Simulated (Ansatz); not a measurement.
# TiO2 (Anatase): the PBE gap against the k mesh of the density

How far can the k mesh of the density be lowered for the gap of TiO2 (Anatase)?

Program: Ansatz 0.2.0. Level of theory: DFT, PBE, plane waves, PAW. Results are calculated unless marked as measured.

### Step 1. The structure

The structure is tetragonal, space group I4_1/amd (No. 141). Conventional cell: a = 3.784 Å, b = 3.784 Å, c = 9.515 Å, α = 90.00°, β = 90.00°, γ = 90.00°. Nearest to Ti lie 6 O at 1.93 to 1.98 Å. Nearest to O lie 3 Ti at 1.93 to 1.98 Å. Farther neighbours and most contacts between anions are not listed.

The cell and positions come from the Crystallography Open Database and are kept as given unless a step says otherwise. The default PAW set here is soft_2. Its files were made with PBE.

### Step 2. k mesh of the density: 2×2×2

The input, input.yaml:

```yaml
crystal:
  lattice:
    - [-1.8921, 1.8921, 4.7573]
    - [1.8921, -1.8921, 4.7573]
    - [1.8921, 1.8921, -4.7573]
  atoms:
    - { symbol: Ti, position: [0.0, 0.0, 0.0] }
    - { symbol: Ti, position: [0.75, 0.25, 0.5] }
    - { symbol: O, position: [0.2081, 0.2081, 0.0] }
    - { symbol: O, position: [0.9581, 0.4581, 0.5] }
    - { symbol: O, position: [0.5419, 0.0419, 0.5] }
    - { symbol: O, position: [0.7919, 0.7919, 0.0] }
kpoints:
  mp_grid: { grid: [2, 2, 2] }
  band_path:
    path:
      - [0.0, 0.0, 0.0]
      - [0.0, 0.0, 0.5]
      - [0.25, 0.25, 0.25]
      - [0.0, 0.5, 0.0]
      - [0.5, 0.5, -0.5]
      - [0.28954641, 0.71045359, -0.28954641]
      - [-0.28954641, 0.28954641, 0.28954641]
      - [-0.07909283, 0.07909283, 0.5]
      - [0.0, 0.0, 0.45]
      - [0.25, 0.25, -0.25]
    npoints: 1
hamiltonian:
  xc: pbe
scf:
  occupations: { method: fixed }
  n_extra_bands: 6
output:
  eigenvalues: true
  forces: true
  stress: true
  write_density: true
  write_potential: true
  elf: true
  volumetric_format: npy
```

Started as:

```bash
$ ansatz run input.yaml --threads 3 --pin off --max-ram 64512MiB --backend cuda --events-out ev --progress --plain --runs-dir out --devices 1 --max-vram 24GiB  # rebuilt from the run's record
```

Numbers of over 12 decimals in the logs are rounded to 6 here.

Log:

```text
scf.n_extra_bands = 6 over 24 filled bands (N_el = 48.0): the run solves 30 bands
GPUs: using 1 of 1 available (devices: 1).
Engine: ansatz 0.2.0, x86_64-unknown-linux-gnu
Pseudopotentials: kind: paw
Pseudopotential: Ti, paw, valence charge 12, recommended cutoff 420 eV (normal), Ti.paw.azcp
Pseudopotential: O, paw, valence charge 6, recommended cutoff 420 eV (normal), O.paw.azcp
Functional definition: PBE
  parameter kappa = 0.804
  parameter beta = 0.066725
  exchange = pbe_x(kappa = kappa, mu = beta*pi^2/3)
  correlation = pbe_c(beta = beta)
concurrent solve slots: 2 of 3 are kept, ahead of what memory takes: no pass of the eigensolver takes more rounds on 2
device memory: the entry about to start is reckoned to put 1.8 GiB on a device that reports 60.8 GiB free (of which the cap on the GPU budget leaves the run 24.0 GiB)
GPU FFT provider: cuFFT
GPU libraries: cuBLAS 13.8.2, cuFFT 12.4.0, cuSOLVER 12.3.4
Crystal: 6 atoms, lattice volume = 68.125 Å³
Basis set: ecut = 420 eV, 1315 PW (Γ), exchange–correlation on 80×80×80 points (8 copies of the dense FFT grid, shifted against one another)
Bands: 30, of which v1, the nominal top of the filled ones, is band 24 counted from 1 (23 counted from 0)
Symmetry: 16 space group operations
Space group: I41/amd (ITA 141), of the structure as read, at distance tolerance 4.1e-5 Å
k-points: 4 of 8
Non-local potential: Ti, projectors of the file, l = 0: 3, l = 1: 2, l = 2: 3, l = 3: 1
Non-local potential: O, projectors of the file, l = 0: 2, l = 1: 2, l = 2: 1
PAW form: soft (Blöchl's): semilocal exchange-correlation on the pseudo side does not see the compensation charge
PAW one-centre angular grid: Ti, 590 points (default); XC on 64 Gauss nodes
PAW one-centre angular grid: O, 110 points (default); XC on 64 Gauss nodes
Initial density: superposition of atomic densities (neutral atoms: chi_scale 0, normalization atom), corrected by the library's trained network
Initial wavefunctions: pseudopotential atomic-orbital guess
GPU buffer pool allocated for 64000 grid points (all kernels)
GPU transforms: local potential and band sums: pruned to the plane-wave sphere, on 40×40×40
Functional: x = pbe(κ = 0.804, μ = 0.219515), c = pbe(β = 0.066725)
SCF iter   1: F=—  HF=-7277.548450 eV  |F-HF|=—  |Δ(HF+E_count)|=         —  Δρ=4.23e-3  dr2=4.60e-3  ethr=1.77e-3  ⟨swp⟩=3.2  Hψ=442  notcnv=0  defer=11
preconditioner: auto → none  [insulator: Δε(μ)=2.183 eV  Ē_g=9.781 eV  n_scr=14 (ndim 8)  ℏωp=25.4 eV  f_vac=0.102  ε∞_Penn≈7.8]
SCF iter   2: F=—  HF=-7277.549494 eV  |F-HF|=—  |Δ(HF+E_count)|=   1.04e-3  Δρ=2.86e-3  dr2=4.06e-3  ethr=9.58e-6  ⟨swp⟩=3.0  Hψ=256  notcnv=0  defer=16
SCF iter   3: F=—  HF=-7277.549397 eV  |F-HF|=—  |Δ(HF+E_count)|=   9.75e-5  Δρ=1.81e-3  dr2=1.51e-3  ethr=8.46e-6  ⟨swp⟩=2.0  Hψ=180  notcnv=0  defer=16
SCF iter   4: F=—  HF=-7277.549458 eV  |F-HF|=—  |Δ(HF+E_count)|=   6.13e-5  Δρ=8.16e-4  dr2=2.79e-4  ethr=3.14e-6  ⟨swp⟩=2.0  Hψ=153  notcnv=0  defer=14
SCF iter   5: F=—  HF=-7277.549547 eV  |F-HF|=—  |Δ(HF+E_count)|=   8.85e-5  Δρ=1.69e-4  dr2=1.16e-5  ethr=5.81e-7  ⟨swp⟩=2.0  Hψ=161  notcnv=0  defer=12
SCF iter   6: F=—  HF=-7277.549369 eV  |F-HF|=—  |Δ(HF+E_count)|=   1.77e-4  Δρ=1.49e-5  dr2=4.57e-8  ethr=2.08e-10  ⟨swp⟩=13.2  Hψ=966  notcnv=0
SCF iter   7: F=-7277.549369 eV  HF=-7277.549369 eV  |F-HF|=1.75e-9  |Δ(HF+E_count)|=   7.81e-8  Δρ=2.29e-6  dr2=2.77e-9  ethr=9.52e-11  ⟨swp⟩=4.8  Hψ=689  notcnv=0
SCF 1 converged in 7 iterations: F = -7277.549369 eV  dr2 = 2.77e-9
[...]
device memory: the entry about to start is reckoned to put 1.7 GiB on a device that reports 60.8 GiB free (of which the cap on the GPU budget leaves the run 24.0 GiB)
NSCF: frozen V_eff on 10 k-points
SCF converged after 7 iterations
Free energy (F): -7277.549369 eV
Harris-Foulkes:  -7277.549369 eV  (|F-HF|=1.75e-9)
Internal energy: -7277.549369 eV  (E = F + TS)
E sigma→0 (E₀):  -7277.549369 eV
Fermi energy:    7.298278 eV
--- Per-component energies (eV) ---
  E_band       = -455.428408
  E_kinetic    = 1248.231675
  E_local      = -3570.133800  (includes V_loc(G=0)·N_el)
  E_nonlocal   = 196.595636
  E_hartree    = 1385.133729
  E_xc         = -492.851451
  E_vxc        = -624.164683  (∫ρ·V_xc dr)
  E_paw        = -2722.339674  (= ΣΔE_a)
  E_vpaw       = -476.235690  (= ΣTr[D̂ρ^β])
  E_aug_tail   = 0.010067  (compensation charges beyond the density's cutoff)
  E_ewald      = -3322.195552
  E_smearing   = -0.000000  (= −TS)
  E_closure    = -0.000000  (closes the sum)
  Σ components = -7277.549369   (vs F -7277.549369, Δ=0.00e0)
--- Forces (eV/Å), atoms counted from 1 ---
  atom   1  Ti     0.00000000    -0.00000000     0.00000000
  atom   2  Ti    -0.00000000     0.00000000    -0.00000000
  atom   3  O      0.00000000     0.00000000    -0.06943210
  atom   4  O     -0.00000000     0.00000000    -0.06943210
  atom   5  O     -0.00000000     0.00000000     0.06943210
  atom   6  O      0.00000000    -0.00000000     0.06943210
  max |Σ_I F_I| component: 4.16e-17 eV/Å
--- Stress (GPa, compression-positive) ---
        0.037504      -0.000000       0.000000
       -0.000000       0.037504       0.000000
        0.000000       0.000000      12.284023
  P = ⅓ Tr σ = 4.1197 GPa (41.197 kbar)
--- Band table (eV) ---
  k-point 0: bands = [... 20 lower, 6.5783, 6.5783, 6.8706, 6.8706, 9.4446, 10.1830, 11.3346, 11.3346, ... 2 higher]
  k-point 1: bands = [... 20 lower, 5.2595, 5.2595, 7.2983, 7.2983, 10.6925, 10.6925, 11.1675, 11.1675, ... 2 higher]
  k-point 2: bands = [... 20 lower, 5.3749, 6.3887, 6.4977, 6.6861, 10.5768, 10.8931, 10.9120, 11.0122, ... 2 higher]
  k-point 3: bands = [... 20 lower, 6.0775, 6.0775, 7.2164, 7.2164, 9.8009, 9.8009, 11.1171, 11.1171, ... 2 higher]
```

It took 4.2 s on 1 × NVIDIA H100 80GB HBM3 (shared by 3 runs) with 3 threads of AMD EPYC 7R13 (Zen 3), shared host; peak memory 0.96 GiB.

The column dr2 measures how far the density is from self-consistency, as an energy; F and HF (Harris–Foulkes) agree once it is small.

This step gave:

* pressure: 4.120 GPa
* gap: 2.100 eV
* valence top at: k = (0.000, 0.000, 0.450)
* conduction bottom at: Γ
* least direct gap: 2.442 eV

The gap is indirect, with the least direct gap 0.34 eV higher.

### Step 3. k mesh of the density: 4×4×4

Changes to input.yaml since step 2:

```diff
@@ -13,3 +13,3 @@
 kpoints:
-  mp_grid: { grid: [2, 2, 2] }
+  mp_grid: { grid: [4, 4, 4] }
   band_path:
@@ -36,5 +36 @@
   stress: true
-  write_density: true
-  write_potential: true
-  elf: true
-  volumetric_format: npy
```

Log:

```text
[...]
k-point 0: bands = [... 20 lower, 6.5775, 6.5775, 6.8615, 6.8615, 9.4554, 10.1960, 11.3375, 11.3375, ... 2 higher]
  k-point 1: bands = [... 20 lower, 5.4967, 6.3724, 6.7353, 7.0835, 10.3240, 10.4748, 10.8540, 11.0804, ... 2 higher]
  k-point 2: bands = [... 20 lower, 5.2729, 5.2729, 7.2914, 7.2914, 10.6926, 10.6926, 11.1663, 11.1663, ... 2 higher]
  k-point 12: bands = [... 20 lower, 6.0745, 6.0745, 7.2109, 7.2109, 9.8128, 9.8128, 11.1173, 11.1173, ... 2 higher]
[key lines of the parts left out:]
SCF converged after 6 iterations
Free energy (F): -7277.465334 eV
Fermi energy:    7.291435 eV
P = ⅓ Tr σ = 5.1726 GPa (51.726 kbar)
```

Wall time 5.6 s (1 × NVIDIA H100 80GB HBM3 (shared by 3 runs) with 3 threads); peak memory 0.97 GiB.

This step gave:

| Quantity | Value |
| --- | --- |
| pressure | 5.173 GPa |
| gap | 2.118 eV |
| valence top at | k = (0.000, 0.000, 0.450) |
| conduction bottom at | Γ |
| least direct gap | 2.460 eV |

The gap is 2.118 eV, +0.018 eV from the run before at this level.

### Step 4. k mesh of the density: 8×8×8 (the default)

input.yaml, the sections that differ from step 3:

```yaml
kpoints:
  mp_grid: { grid: [8, 8, 8] }
  band_path:
    path:
      - [[0.0, 0.0, 0.0], [0.0, 0.0, 0.5], [0.25, 0.25, 0.25], [0.0, 0.5, 0.0], [0.0, 0.0, 0.0], [0.5, 0.5, -0.5], [0.28954641, 0.71045359, -0.28954641]]
      - [[-0.28954641, 0.28954641, 0.28954641], [0.0, 0.0, 0.0]]
      - [[0.0, 0.0, 0.5], [-0.07909283, 0.07909283, 0.5]]
      - [[0.5, 0.5, -0.07909283], [0.5, 0.5, -0.5]]
    npoints: 10
scf:
  occupations: { method: fermi_dirac, width: 0.02 }
  n_extra_bands: 6
output:
  eigenvalues: true
  forces: true
  stress: true
  write_density: true
  write_potential: true
  elf: true
  volumetric_format: npy
# crystal, hamiltonian: as in step 3
```

Log:

```text
[...]
GPUs: using 1 of 1 available (devices: 1).
[...]
GPU FFT provider: cuFFT
GPU libraries: cuBLAS 13.8.2, cuFFT 12.4.0, cuSOLVER 12.3.4
Crystal: 6 atoms, lattice volume = 68.125 Å³
Basis set: ecut = 420 eV, 1315 PW (Γ), exchange–correlation on 80×80×80 points (8 copies of the dense FFT grid, shifted against one another)
[...]
k-point 0: bands = [... 20 lower, 6.5768, 6.5768, 6.8602, 6.8602, 9.4571, 10.1978, 11.3380, 11.3380, ... 2 higher]
  k-point 1: bands = [... 20 lower, 6.2459, 6.2518, 6.6209, 7.0270, 10.0698, 10.2790, 10.7822, 11.1137, ... 2 higher]
  k-point 2: bands = [... 20 lower, 5.4957, 6.3712, 6.7340, 7.0822, 10.3252, 10.4758, 10.8549, 11.0811, ... 2 higher]
  k-point 58: bands = [... 20 lower, 6.0736, 6.0736, 7.2096, 7.2096, 9.8145, 9.8145, 11.1182, 11.1182, ... 2 higher]
[key lines of the parts left out:]
SCF converged after 7 iterations
Free energy (F): -7277.470787 eV
Fermi energy:    8.398127 eV
P = ⅓ Tr σ = 5.1688 GPa (51.688 kbar)
```

Elapsed: 4.9 s, on 1 × NVIDIA H100 80GB HBM3 (shared by 3 runs) with 3 threads; peak memory 1 GiB; 4.4 s of CPU time.

Numbers from this step:

| Item | Value |
| --- | --- |
| pressure | 5.169 GPa |
| gap | 2.121 eV |
| valence top at | k = (0.000, 0.000, 0.450) |
| conduction bottom at | Γ |
| least direct gap | 2.463 eV |

The gap is 2.121 eV, +0.003 eV from the run before at this level.

### Step 5. k mesh of the density: 12×12×12

input.yaml, the sections that differ from step 4:

```yaml
kpoints:
  mp_grid: { grid: [12, 12, 12] }
  band_path:
    path:
      - [0.0, 0.0, 0.0]
      - [0.0, 0.0, 0.5]
      - [0.25, 0.25, 0.25]
      - [0.0, 0.5, 0.0]
      - [0.5, 0.5, -0.5]
      - [0.28954641, 0.71045359, -0.28954641]
      - [-0.28954641, 0.28954641, 0.28954641]
      - [-0.07909283, 0.07909283, 0.5]
      - [0.0, 0.0, 0.45]
      - [0.25, 0.25, -0.25]
    npoints: 1
scf:
  occupations: { method: fixed }
  n_extra_bands: 6
output:
  eigenvalues: true
  forces: true
  stress: true
# crystal, hamiltonian: as in step 4
```

Log:

```text
[...]
GPUs: using 1 of 1 available (devices: 1).
[...]
GPU FFT provider: cuFFT
GPU libraries: cuBLAS 13.8.2, cuFFT 12.4.0, cuSOLVER 12.3.4
Crystal: 6 atoms, lattice volume = 68.125 Å³
Basis set: ecut = 420 eV, 1315 PW (Γ), FFT grids on a1+a3, a2+a3, a3, exchange–correlation on 54×54×80 points (8 copies of the dense FFT grid, shifted against one another)
[...]
k-point 0: bands = [... 20 lower, 6.5768, 6.5768, 6.8602, 6.8602, 9.4571, 10.1978, 11.3380, 11.3380, ... 2 higher]
  k-point 1: bands = [... 20 lower, 6.4287, 6.5120, 6.5818, 6.9557, 9.7683, 10.2458, 11.0179, 11.2006, ... 2 higher]
  k-point 2: bands = [... 20 lower, 5.9961, 6.1682, 6.6813, 7.0711, 10.2980, 10.3998, 10.5942, 11.0349, ... 2 higher]
  k-point 162: bands = [... 20 lower, 6.0736, 6.0736, 7.2096, 7.2096, 9.8145, 9.8145, 11.1182, 11.1182, ... 2 higher]
[key lines of the parts left out:]
SCF converged after 7 iterations
Free energy (F): -7277.470825 eV
Fermi energy:    7.332199 eV
P = ⅓ Tr σ = 5.1689 GPa (51.689 kbar)
```

Wall time 7.3 s (1 × NVIDIA H100 80GB HBM3 (shared by 3 runs) with 3 threads); peak memory 0.99 GiB; 14 s of CPU time.

Numbers from this step:

* pressure: 5.169 GPa
* gap: 2.121 eV
* valence top at: k = (0.000, 0.000, 0.450)
* conduction bottom at: Γ
* least direct gap: 2.463 eV

The gap is 2.121 eV, as in the run before at this level.

### Step 6. The series

Differences are against the last row; a negative gap means that bands overlap, and a run with a band path holds that path's time. Times are wall times on 1 × NVIDIA H100 80GB HBM3 (shared by 3 runs) with 3 threads of AMD EPYC 7R13 (Zen 3), shared host, good to a factor of about two.

```tsv
k mesh of the density	gap (eV)	direct gap (eV)	gap error (eV)	energy error (meV/atom)	irreducible k	time
2×2×2	2.100	2.442	−0.021	−13.1	4	4.2 s
4×4×4	2.118	2.460	−0.003	+0.9	13	5.6 s
8×8×8	2.121	2.463	+0.000	+0.0	59	4.9 s
12×12×12	2.121	2.463	+0.000	+0.0	163	7.3 s
```

### Step 7. Outcome

```yaml
2x2x2: 2.100 eV
4x4x4: 2.118 eV
8x8x8: 2.121 eV
12x12x12: 2.121 eV
```

**Reading.** The gap holds to 0.02 eV from 4×4×4 on. At 2×2×2 the gap is off by −0.021 eV and the energy by −13 meV/atom. The gap is read over the mesh and added points near the edges, so meshes differ mainly through the density and, for a hybrid, the exchange operator.

[Paths, hosts, dates, memory and timing lines, banners, echoed tables and standing remarks are left out of the program output.]

[Logs are printed without paths, hosts, clocks, repeated set-up lines and the standing remarks that a program may print on its own settings, such as how far it seeks lower states.]

[Runs of the session that timed out or met a known fault of the program may be left out.]

[Cells called generated may have been cut or substituted from an entry of the Crystallography Open Database or the Materials Project.]

[Hosts, paths, dates, database ids (printed as entryN), source tags and the programs' standing remarks are cut or masked in the printed files.]
